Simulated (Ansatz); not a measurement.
# CdF2: optical spectrum from first principles

Wanted: where CdF2 starts to absorb, how strongly, and its refractive index.

Main program and level: Ansatz 0.2.0; DFT, PBE, plane-wave PAW, default files, scalar-relativistic, independent-particle optical response without local fields.

**1. Starting point**

It takes space group Fm-3m (No. 225, cubic). Conventional cell: a = 5.388 Å, b = 5.388 Å, c = 5.388 Å, α = 90.00°, β = 90.00°, γ = 90.00°. Nearest to Cd lie 8 F at 2.33 Å. Nearest to F lie 4 Cd at 2.33 Å. Farther neighbours and most contacts between anions are not listed.

As a file:

```cif
data_structure
_symmetry_space_group_name_H-M 'Fm-3m'
_symmetry_Int_Tables_number 225
_cell_length_a 5.3880
_cell_length_b 5.3880
_cell_length_c 5.3880
_cell_angle_alpha 90.000
_cell_angle_beta 90.000
_cell_angle_gamma 90.000
_cell_volume 156.42
loop_
_atom_site_label
_atom_site_type_symbol
_atom_site_symmetry_multiplicity
_atom_site_Wyckoff_symbol
_atom_site_fract_x
_atom_site_fract_y
_atom_site_fract_z
_atom_site_occupancy
Cd1 Cd 4 a 0.00000 0.00000 0.00000 1
F1 F 8 c 0.25000 0.25000 0.75000 1
```

**2. Ground state and bands**

The self-consistent density comes first; it also tells whether there is a gap, which decides the occupations and the need for a Drude term.

This step: DFT, PBE, plane-wave PAW, default files, scalar-relativistic, ground state (Ansatz 0.2.0).

Contents of input.yaml:

```yaml
crystal:
  lattice:
    - [0.0, 2.694, 2.694]
    - [2.694, 0.0, 2.694]
    - [2.694, 2.694, 0.0]
  atoms:
    - { symbol: Cd, position: [0.0, 0.0, 0.0] }
    - { symbol: F, position: [0.75, 0.75, 0.75] }
    - { symbol: F, position: [0.25, 0.25, 0.25] }
kpoints:
  mp_grid: { grid: [7, 7, 7] }
  band_path:
    path:
      - [[0.0, 0.0, 0.0], [0.5, 0.0, 0.5], [0.5, 0.25, 0.75], [0.375, 0.375, 0.75], [0.0, 0.0, 0.0], [0.5, 0.5, 0.5], [0.625, 0.25, 0.625], [0.5, 0.25, 0.75], [0.5, 0.5, 0.5], [0.375, 0.375, 0.75]]
      - [[0.625, 0.25, 0.625], [0.5, 0.0, 0.5]]
    npoints: 6
scf:
  occupations: { method: fermi_dirac, width: 0.05 }
  n_extra_bands: 7
hamiltonian:
  xc: pbe
  pseudopotentials: { kind: paw }
output:
  forces: true
  stress: true
  populations: true
  write_bands: true
  write_density: true
  write_potential: true
  elf: true
  volumetric_format: npy
```

Launch:

```console
> ansatz run input.yaml --threads 4 --pin off --max-ram 8192MiB --backend cpu --events-out ev --progress --plain --runs-dir out
```

Numbers of over 12 decimals in the logs are rounded to 6 here.

The log of the run:

```text
scf.n_extra_bands = 7 over 17 filled bands (N_el = 34.0): the run solves 24 bands
Engine: ansatz 0.2.0, x86_64-unknown-linux-gnu
Pseudopotentials: kind: paw
Pseudopotential: Cd, paw, valence charge 20, recommended cutoff 420 eV (normal), Cd.paw.azcp
Pseudopotential: F, paw, valence charge 7, recommended cutoff 420 eV (normal), F.paw.azcp
Functional definition: PBE
  parameter kappa = 0.804
  parameter beta = 0.066725
  exchange = pbe_x(kappa = kappa, mu = beta*pi^2/3)
  correlation = pbe_c(beta = beta)
Crystal: 3 atoms, lattice volume = 39.104 Å³
Basis set: ecut = 420 eV, 749 PW (Γ), exchange–correlation on 54×54×54 points (8 copies of the dense FFT grid, shifted against one another)
Bands: 24, of which v1, the nominal top of the filled ones, is band 17 counted from 1 (16 counted from 0)
Symmetry: 48 space group operations
Space group: Fm-3m (ITA 225), of the structure as read, at distance tolerance 3.4e-5 Å
k-points: 20 of 343
Non-local potential: Cd, projectors of the file, l = 0: 3, l = 1: 2, l = 2: 2, l = 3: 1
Non-local potential: F, projectors of the file, l = 0: 2, l = 1: 2, l = 2: 1
PAW form: soft (Blöchl's): semilocal exchange-correlation on the pseudo side does not see the compensation charge
PAW one-centre angular grid: Cd, 590 points (default); XC on 64 Gauss nodes
PAW one-centre angular grid: F, 110 points (default); XC on 64 Gauss nodes
Initial density: superposition of atomic densities (neutral atoms: chi_scale 0, normalization atom), corrected by the library's trained network
Initial wavefunctions: pseudopotential atomic-orbital guess
Functional: x = pbe(κ = 0.804, μ = 0.219515), c = pbe(β = 0.066725)
SCF iter   1: F=—  HF=-9872.134659 eV  |F-HF|=—  |Δ(HF+E_count)|=         —  Δρ=5.59e-4  dr2=1.89e-5  ethr=1.77e-3  ⟨swp⟩=5.7  Hψ=2016  notcnv=0  defer=10
preconditioner: auto → none  [insulator: Δε(μ)=3.159 eV  Ē_g=19.931 eV  σ=0.050 eV  W_gap=1.00  n_scr=14 (ndim 8)  ℏωp=30.3 eV  f_vac=0.125  D(μ)=0.00/eV (n_scr^D=0)  ε∞_Penn≈3.3]
SCF iter   2: F=—  HF=-9872.135587 eV  |F-HF|=—  |Δ(HF+E_count)|=   9.28e-4  Δρ=3.03e-4  dr2=1.52e-5  ethr=5.55e-8  ⟨swp⟩=3.0  Hψ=1126  notcnv=0  defer=20
SCF iter   3: F=—  HF=-9872.135641 eV  |F-HF|=—  |Δ(HF+E_count)|=   5.38e-5  Δρ=1.72e-4  dr2=1.48e-6  ethr=4.47e-8  ⟨swp⟩=2.1  Hψ=673  notcnv=0  defer=20
SCF iter   4: F=—  HF=-9872.135678 eV  |F-HF|=—  |Δ(HF+E_count)|=   3.79e-5  Δρ=6.38e-5  dr2=4.56e-7  ethr=4.35e-9  ⟨swp⟩=2.0  Hψ=694  notcnv=0  defer=20
iter 5 did not close the SCF: its close was put off for the readings that it lacked (scf_convergence_deferred on its scf_iter line)
SCF iter   5: F=-9872.135682 eV  HF=-9872.135682 eV  |F-HF|=1.96e-8  |Δ(HF+E_count)|=   3.41e-6  Δρ=1.73e-5  dr2=7.41e-8  ethr=1.34e-9  ⟨swp⟩=2.0  Hψ=692  notcnv=0  defer=20
SCF iter   6: F=-9872.135682 eV  HF=-9872.135682 eV  |F-HF|=6.33e-10  |Δ(HF+E_count)|=   6.29e-8  Δρ=4.52e-6  dr2=4.40e-9  ethr=2.18e-10  ⟨swp⟩=8.8  Hψ=2881  notcnv=0
SCF 1 converged in 6 iterations: F = -9872.135682 eV  dr2 = 4.40e-9
  greatest PAW one-centre occupation: 1.000 electrons in one spin orbital (limit 2), on the Cd atom at site 0 (counted from 0), in its partial waves of l = 1
NSCF: frozen V_eff on 62 k-points
SCF converged after 6 iterations
Free energy (F): -9872.135682 eV
Harris-Foulkes:  -9872.135682 eV  (|F-HF|=6.33e-10)
Internal energy: -9872.135682 eV  (E = F + TS)
E sigma→0 (E₀):  -9872.135682 eV
Fermi energy:    8.066659 eV
--- Per-component energies (eV) ---
  E_band       = -480.600044
  E_kinetic    = 918.929207
  E_local      = -4235.411455  (includes V_loc(G=0)·N_el)
  E_nonlocal   = 184.216662
  E_hartree    = 1877.299290
  E_xc         = -335.365319
  E_vxc        = -424.896792  (∫ρ·V_xc dr)
  E_paw        = -4487.951571  (= ΣΔE_a)
  E_vpaw       = -678.038737  (= ΣTr[D̂ρ^β])
  E_aug_tail   = 0.004137  (compensation charges beyond the density's cutoff)
  E_ewald      = -3793.856633
  E_smearing   = -0.000000  (= −TS)
  E_closure    = -0.000000  (closes the sum)
  Σ components = -9872.135682   (vs F -9872.135682, Δ=0.00e0)
--- Forces (eV/Å), atoms counted from 1 ---
  atom   1  Cd    -0.00000000     0.00000000     0.00000000
  atom   2  F      0.00000000    -0.00000000     0.00000000
  atom   3  F     -0.00000000     0.00000000     0.00000000
  max |Σ_I F_I| component: 4.63e-18 eV/Å
--- Stress (GPa, compression-positive) ---
        5.456841       0.000000      -0.000000
       -0.000000       5.456841      -0.000000
       -0.000000       0.000000       5.456841
  P = ⅓ Tr σ = 5.4568 GPa (54.568 kbar)
--- Band table (eV; the first three rows and the last of 20) ---
  k-point 0: bands = [... 13 lower, 5.4665, 5.9461, 5.9461, 5.9461, 9.5444, 19.1451, 19.1451, 19.1451, ... 3 higher]
  k-point 1: bands = [... 13 lower, 5.3315, 5.7885, 5.9605, 5.9605, 10.2789, 18.2685, 19.4429, 19.4429, ... 3 higher]
  k-point 2: bands = [... 13 lower, 4.9840, 5.1225, 6.0045, 6.0045, 11.8352, 16.9434, 20.1726, 20.1726, ... 3 higher]
  k-point 19: bands = [... 13 lower, 4.6166, 5.1452, 5.8960, 6.3848, 14.4419, 17.4847, 17.8002, 19.3496, ... 3 higher]
--- Löwdin populations: 3 sites ---
  site symbol       q [e]
     0     Cd     18.4514
     1      F      7.7066
     2      F      7.7066
  spilling = 0.003979 (of n_electrons = 34.000000)
```

Elapsed: 0.46 s, on 4 threads of Intel Xeon 6975P-C (Granite Rapids), shared host; peak memory 0.39 GiB.

Read-outs, printed or worked out from the files:

* free energy: -9872.1357 eV
* Fermi energy: 8.067 eV
* gap by band count: 3.160 eV
* electrons: 34
* symmetry operations: 48
* pressure: 5.457 GPa
* gap on the k-mesh: 3.160 eV
* volume: 39.10 Å³
* gap on the path: 3.101 eV
* least direct gap on the path: 3.598 eV

There is a gap, 3.10 eV on the path, so no carriers' term is needed. The cell is left with a pressure of 5.5 GPa, as it stands unrelaxed at this level.

The electronic bands at the labelled points (eV, zero at the Fermi level; v1 is the highest filled band, c1 the lowest empty one):

```
    point     v4     v3     v2     v1    c1     c2     c3     c4
        Γ  -2.60  -2.12  -2.12  -2.12  1.48  11.08  11.08  11.08
  halfway  -3.46  -2.12  -1.94  -1.94  3.69   9.04  11.94  11.94
        X  -4.58  -2.13  -1.71  -1.71  6.41   8.06  10.32  12.65
  halfway  -4.12  -2.18  -2.16  -1.66  6.44   8.64  10.07  11.74
        W  -3.15  -3.15  -2.23  -1.62  6.47   9.88  10.08  10.08
  halfway  -3.66  -2.71  -2.16  -1.68  6.41   9.39   9.61  11.42
        K  -3.94  -2.58  -1.97  -1.82  6.36   9.14   9.52  12.85
  halfway  -3.05  -2.77  -2.07  -2.03  3.99   9.04  11.47  12.34
        Γ  -2.60  -2.12  -2.12  -2.12  1.48  11.08  11.08  11.08
  halfway  -2.99  -2.75  -2.07  -2.07  3.35   9.19  11.90  11.90
        L  -3.46  -3.46  -2.02  -2.02  5.57   7.54  12.88  12.88
  halfway  -3.69  -3.08  -2.03  -1.95  5.86   8.05  11.48  12.90
        U  -3.94  -2.58  -1.97  -1.82  6.36   9.14   9.52  12.85
  halfway  -3.66  -2.71  -2.16  -1.68  6.41   9.39   9.61  11.42
        W  -3.15  -3.15  -2.23  -1.62  6.47   9.88  10.08  10.08
  halfway  -3.49  -3.12  -2.10  -1.86  5.95   8.22  11.34  12.32
        L  -3.46  -3.46  -2.02  -2.02  5.57   7.54  12.88  12.88
  halfway  -3.69  -3.08  -2.03  -1.95  5.86   8.05  11.48  12.90
        K  -3.94  -2.58  -1.97  -1.82  6.36   9.14   9.52  12.85
jump to U  -3.94  -2.58  -1.97  -1.82  6.36   9.14   9.52  12.85
  halfway  -4.31  -2.19  -1.86  -1.74  6.42   8.36  10.12  12.60
        X  -4.58  -2.13  -1.71  -1.71  6.41   8.06  10.32  12.65
```

Valence density in the ac plane of a cell with a along [110], b along [-110] and c along [001] of the cube at fractional y = 0.000, with atoms of Cd and F within 0.2 Å of it. It is the smooth field of the valence electrons, not physical close to the nuclei.

Ten steps, logarithmic in the rise over the least value, from '0' (0 e/Å³) to '9' (22 e/Å³), each cell a mean:
```
974111114798621111268
652234322566322442236
211367631122125774212
001378731000025885200
000256520000014663100
000122210000001221000
000000000000000000000
000011100000000110000
000134310000012442100
001367631000025774100
101378731011125885211
431256521343224664223
863122213687521221257
984100014899621001369
```

ELF in the ac plane of a cell with a along [110], b along [-110] and c along [001] of the cube at fractional y = 0.000, with atoms of Cd and F within 0.2 Å of it. It is the smooth field of the valence electrons, not physical close to the nuclei.

Ten even steps from '0' (0.00) to '9' (0.83), each cell a mean:
```
863123213687521221258
541378732455215885235
211798962122149888412
003886883000169779510
002799972000158998410
001356531000024664200
000001000000000110000
000123210000001222000
001588751000037886300
003898973000159889510
102886882011159779511
321599951233137997213
652256412566413663146
974101014798520110258
```

(Continued in part 2 of 2.)

[Logs are printed without paths, hosts, clocks, repeated set-up lines and the standing remarks that a program may print on its own settings, such as how far it seeks lower states.]

[Hosts, paths, dates, database ids (printed as entryN), source tags and the programs' standing remarks are cut or masked in the printed files.]
